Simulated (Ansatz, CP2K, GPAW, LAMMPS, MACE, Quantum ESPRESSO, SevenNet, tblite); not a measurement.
## tblite runs on amorphous Ge (61 atoms)

How near does tblite come to plane waves for amorphous Ge (61 atoms)?

Main program and level: tblite 0.8.0; the method is named at each step.

### Step 1. The starting structure

The cell holds 61 atoms: 61 Ge. Cell: a = 11.144 Å, b = 11.144 Å, c = 11.144 Å, α = 90.0°, β = 90.0°, γ = 90.0°. 61 atoms (61 Ge) placed at random at 5.32 g/cm³, melted at 3500 K for 10 ps at fixed volume with the Tersoff potential (Tersoff, Phys. Rev. B 39, 5566 (1989)). Quenched from 3500 K to 300 K at 3 K/ps and fixed volume, annealed at 1000 K for 20 ps, held 5 ps, then minimised at fixed cell.

The yardstick, on the same geometry:

```
method                 : Kohn-Sham DFT, PBE, PAW, plane waves (Ansatz 0.2.0); cutoff 420 eV, Γ point, fermi-dirac smearing of 0.05 eV; PAW set soft_2
r.m.s. force component : 0.2399 eV/Å
longest force          : 0.907 eV/Å
pressure               : 4.241 GPa
SCF cycles             : 11
time                   : 37 s on 4 threads of Arm Neoverse V1, shared host
CPU time               : 2.3 min
```

### Step 2. GFN1-xTB

Method: GFN1-xTB tight binding, diagonalisation.

run.py

```python
import numpy as np
from ase.io import read
from tblite.ase import TBLite

atoms = read("structure.xyz")
atoms.calc = TBLite(method="GFN1-xTB", electronic_temperature=580, accuracy=1.0, max_iterations=250, mixer_damping=0.1, verbosity=1)
energy = atoms.get_potential_energy()
forces = atoms.get_forces()
print(f"energy {energy:.6f} eV")
print("forces (eV/A)")
for i, (a, f) in enumerate(zip(atoms, forces)):
    print(f"{i:4d} {a.symbol:2s} {f[0]:10.5f} {f[1]:10.5f} {f[2]:10.5f}")
stress = -atoms.get_stress(voigt=False) * 160.21766
print("stress (GPa, compression positive)")
for row in stress:
    print(" ".join(f"{x:10.4f}" for x in row))
print("charges (e)")
print(np.array2string(atoms.get_charges(), precision=4, suppress_small=True, max_line_width=110, threshold=100000))
```

structure.xyz

```xyz
61
Lattice="11.14390 0.00000 0.00000 0.00000 11.14390 0.00000 0.00000 0.00000 11.14390" Properties=species:S:1:pos:R:3 pbc="T T T"
Ge 6.68322 9.88430 3.85055
Ge 7.75671 7.60415 6.60042
Ge 4.19401 5.42552 9.51243
Ge 9.95752 3.21323 5.87852
Ge 1.30049 7.13577 10.44395
Ge 8.50614 6.97630 10.08846
Ge 6.07610 3.61074 9.02333
Ge 3.16052 1.21246 1.95754
Ge 6.49065 10.64878 1.56115
Ge 2.99715 7.70244 8.53834
Ge 1.73154 2.97186 0.84214
Ge 6.22966 2.42803 4.21596
Ge 3.06201 9.92899 1.31320
Ge 7.34606 10.42222 9.21155
Ge 1.19518 9.60047 11.03580
Ge 10.29306 7.11928 0.63543
Ge 6.28962 5.50185 1.68451
Ge 7.43075 0.57714 5.28979
Ge 10.60654 10.56185 7.44212
Ge 9.87428 0.04123 5.03448
Ge 7.81121 4.14865 5.03626
Ge 10.26130 9.22358 3.64450
Ge 3.34451 5.14425 4.78697
Ge 0.36485 4.91491 6.93552
Ge 4.90231 9.55322 8.88258
Ge 6.88314 1.25714 7.73286
Ge 6.62182 3.37248 0.41099
Ge 2.83534 10.58815 5.79851
Ge 11.11604 1.94974 4.14352
Ge 9.01664 8.76245 8.31803
Ge 9.27161 5.18035 8.51517
Ge 9.33368 1.63537 7.63636
Ge 3.14459 8.28460 3.13522
Ge 4.58438 9.27239 4.79255
Ge 1.22828 0.06998 9.15583
Ge 3.39399 0.13651 8.04534
Ge 2.70808 5.27430 0.50538
Ge 1.07773 8.05927 4.45700
Ge 11.10267 7.14268 8.28371
Ge 4.02718 2.84883 5.18960
Ge 10.69112 3.08831 1.98885
Ge 8.23256 8.04122 4.25742
Ge 8.10262 5.81622 3.30562
Ge 2.35370 1.32835 4.28505
Ge 1.28890 8.82708 6.77750
Ge 5.11706 9.16051 0.18298
Ge 5.47678 8.27323 6.77973
Ge 3.98205 6.00857 2.51897
Ge 7.09432 5.18871 7.14692
Ge 6.09828 6.88871 10.83945
Ge 1.08486 2.44375 9.74088
Ge 8.47026 11.02444 0.28350
Ge 9.89701 2.99648 9.52269
Ge 10.25183 9.56336 1.21134
Ge 8.87411 2.32005 0.45044
Ge 2.37922 3.89357 8.26621
[... 1 atom lines left out ...]
Ge 4.48809 6.03398 6.91624
Ge 10.39135 5.44368 2.55318
Ge 5.56571 1.73689 1.92177
Ge 0.86867 5.66612 4.59106
```

On the command line:

```
> OMP_NUM_THREADS=1 python run.py > output.txt
```

Log:

```text
------------------------------------------------------------
  cycle        total energy    energy error   density error
------------------------------------------------------------
      1     -97.12667257789  -9.7049826E+01   3.8021154E-01
      2     -102.1279764655  -5.0013039E+00   2.3773178E-01
      3     -102.8177218942  -6.8974543E-01   1.9723933E-01
      4     -102.5740517074   2.4367019E-01   1.7842164E-01
      5     -102.6320549364  -5.8003229E-02   5.0837172E-02
      6     -102.9246477248  -2.9259279E-01   1.4680201E-02
      7     -102.9285570493  -3.9093246E-03   8.7454962E-03
      8     -102.9290763917  -5.1934233E-04   7.5774831E-03
      9     -102.9297926209  -7.1622921E-04   4.3077175E-03
     10     -102.9301063859  -3.1376507E-04   8.7780943E-04
     11     -102.9301155717  -9.1857901E-06   6.6109633E-04
     12     -102.9301163487  -7.7699444E-07   5.4030169E-04
     13     -102.9301176479  -1.2991954E-06   2.7843103E-04
     14     -102.9301188480  -1.2000267E-06   1.5163887E-04
     15     -102.9301190632  -2.1520070E-07   1.2322349E-04
     16     -102.9301190540   9.1590806E-09   9.8198665E-05
     17     -102.9301191228  -6.8782327E-08   3.2258762E-05
     18     -102.9301191531  -3.0278358E-08   1.7145361E-05
------------------------------------------------------------
 total:                                   6.009 sec
energy -2800.871206 eV
forces (eV/A)
   0 Ge   -0.16901    0.16327   -0.24636
   1 Ge    0.13460   -0.28069   -0.16669
   2 Ge    0.24745   -0.13266   -0.19334
   3 Ge    0.03847    0.29764   -0.04737
   4 Ge   -0.42610    0.18783   -0.12161
   5 Ge   -0.23015    0.05438    0.17517
   6 Ge   -0.67288    0.11284    0.12356
   7 Ge    0.06992    0.02617    0.16155
   8 Ge    0.13370    0.38413    0.29662
   9 Ge    0.12874   -0.16495   -0.10952
  10 Ge    0.11742    0.16880    0.29279
  11 Ge    0.02617    0.03081   -0.23618
  12 Ge    0.27227   -0.01629    0.15040
  13 Ge    0.07573    0.02335   -0.08090
  14 Ge   -0.47999   -0.17864   -0.08635
  15 Ge   -0.11074   -0.07899    0.22567
  16 Ge   -0.05736    0.07720   -0.12428
  17 Ge   -0.15736   -0.53590    0.47282
  18 Ge   -0.03047   -0.15932   -0.28214
  19 Ge   -0.00715   -0.06859    0.06993
  20 Ge    0.14794    0.06070    0.08975
  21 Ge   -0.03843    0.18923   -0.18896
  22 Ge   -0.20517    0.18329    0.04755
  23 Ge    0.19093    0.05700    0.02969
[...]
53 Ge    0.10981   -0.20844   -0.00040
  54 Ge   -0.09447    0.08297    0.18519
  55 Ge   -0.38649   -0.11945   -0.15279
  56 Ge   -0.02176    0.22770    0.49869
  57 Ge    0.31851    0.41402    0.28815
  58 Ge    0.13022    0.14456   -0.06515
  59 Ge   -0.05385   -0.20238    0.15844
  60 Ge    0.12493   -0.12316   -0.06473
stress (GPa, compression positive)
    5.9628     0.7438    -1.0129
    0.7438     6.0795     0.7386
   -1.0129     0.7386     4.7877
charges (e)
[ 0.0013 -0.059   0.0555  0.0272  0.      0.012   0.0876  0.0175 -0.0585  0.0926 -0.0138 -0.0336 -0.0028
  0.0383  0.0076  0.0244  0.0011  0.0076  0.0427  0.0751 -0.0181  0.0089  0.0294  0.044  -0.0266  0.0278
  0.0192  0.0101 -0.0582 -0.0271  0.031  -0.0073  0.0118 -0.0849  0.0352 -0.0387  0.0642 -0.0858  0.084
 -0.0137  0.0091 -0.041  -0.0182 -0.0006 -0.0078  0.0316 -0.0201  0.0185 -0.0005 -0.0501 -0.0625 -0.0397
 -0.1269 -0.0084 -0.0014 -0.0971  0.0051  0.0748  0.0298 -0.0191 -0.0037]
```

The job ended after 6.7 s (1 thread of Arm Neoverse V1, shared host; peak memory 0.13 GiB).

Banners, paths, timers and routine set-up lines are dropped from the logs unmarked, and long logs keep their key lines alone; longer cuts are marked.

Numbers from this run, and their distance from the reference:

- r.m.s. force component: 0.216 eV/Å
- r.m.s. difference of force components: 128.4 meV/Å
- longest difference of force vectors: 532.6 meV/Å
- force difference over r.m.s. force: 53.51 %
- slope of forces against the reference's: 0.7621
- correlation of force components: 0.8465
- pressure: 5.61 GPa
- pressure difference: 1.369 GPa

Local excerpt of 10 atoms (numbers count through the whole input) about Ge52, picked at random; x, y, z are measured from there.

```csv
atom,x,y,z,distance (Å),bonds,Mulliken charge (e),Fx,Fy,Fz (eV/Å)
Ge52,0.00,0.00,0.00,0.00,4,-0.04,0.23,0.18,-0.50
Ge9,-1.98,-0.38,1.28,2.39,4,-0.06,0.13,0.38,0.30
Ge55,0.40,2.44,0.17,2.48,4,0.00,-0.09,0.08,0.19
Ge54,1.78,-1.46,0.93,2.48,4,-0.01,0.11,-0.21,0.00
Ge14,-1.12,-0.60,-2.22,2.56,4,0.04,0.08,0.02,-0.08
Ge60,-2.90,1.86,1.64,3.82,4,-0.02,-0.05,-0.20,0.16
Ge46,-3.35,-1.86,-0.10,3.84,4,0.03,-0.24,-0.39,-0.11
Ge30,0.55,-2.26,-3.11,3.88,5,-0.03,0.02,0.29,0.31
Ge53,1.43,3.12,-1.90,3.92,4,-0.13,-0.19,0.35,0.19
Ge27,-1.85,3.49,0.13,3.95,4,0.02,-0.01,-0.16,-0.15
```

Atoms are counted from 1 here, from 0 in the log.

Forces lie 54 % from the reference's, at 0.048 times its CPU time (on 1 against 4 cores).

### Step 3. Outcome

```
force difference from the reference : tblite GFN1-xTB, 54 %
its CPU time                        : 6.7 s
```

What this shows: Tight binding differs by 54 % (tblite GFN1-xTB); it is another model, with fitted parameters of its own, and the xTB methods hold dispersion. One electronic-structure run takes under half the reference's CPU time: tblite GFN1-xTB, at 54 % in 6.7 s against 2.3 min. Periodic xTB results under one method name differ between programs and library versions. The quench rate of 3 K/ps is many orders above laboratory rates, so the cell is likely richer in defects and strain than a real sample. The network of bonds at the start is that of the classical potential that made the cell, and needn't be the one that DFT or experiment would give. The reference's pressure of 4.2 GPa belongs to a cell and atoms that aren't relaxed at this level. The electronic-structure runs sample only Γ, in a cell whose shortest periodic width is 11 Å, which is coarse for a cell with partly filled levels.

[Also dropped from logs without a mark: logging warnings of Python, and SIESTA's first energy breakdown and zero terms.]

[Logs are printed without paths, hosts, clocks, repeated set-up lines and the standing remarks that a program may print on its own settings, such as how far it seeks lower states.]

[Hosts, paths, dates, database ids (printed as entryN), source tags and the programs' standing remarks are cut or masked in the printed files.]
